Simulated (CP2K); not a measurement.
Two runs for the S L₂,₃ edge of 2-vinylthiophene. Run A: CP2K XAS_TDP, all-electron GAPW, PBEh(45%), aug-cc-pVDZ, TDA, ZORA, spin–orbit coupling. Run B differs in one setting.

First lines with a strength over 0.0003. A:

| atom | energy (eV) | states | strength, one atom |
| --- | --- | --- | --- |
| S7 (bonded to 2 C) | 164.47 | 1 | 0.0021 |
|  | 164.75 | 1 | 0.0018 |
|  | 165.54 | 2 | 0.0016 |
|  | 165.86 | 1 | 0.0036 |
|  | 166.50 | 1 | 0.0008 |

B:

| atom | energy (eV) | states | strength, one atom |
| --- | --- | --- | --- |
| S7 (bonded to 2 C) | 167.31 | 1 | 0.0020 |
|  | 167.57 | 1 | 0.0018 |
|  | 168.37 | 2 | 0.0016 |
|  | 168.68 | 1 | 0.0034 |
|  | 169.41 | 1 | 0.0046 |

**Question.** Which was it: GW2X switched on, the functional, the basis?

GW2X switched on. GW2X shifts the lines nearly together; each 2p level gets its own shift. The lowest line over the strength cut lies at 167.31 eV, against 164.47 eV (PBEh(45%), aug-cc-pVDZ).

[Hosts, paths, dates, database ids (printed as entryN), source tags and the programs' standing remarks are cut or masked in the printed files.]
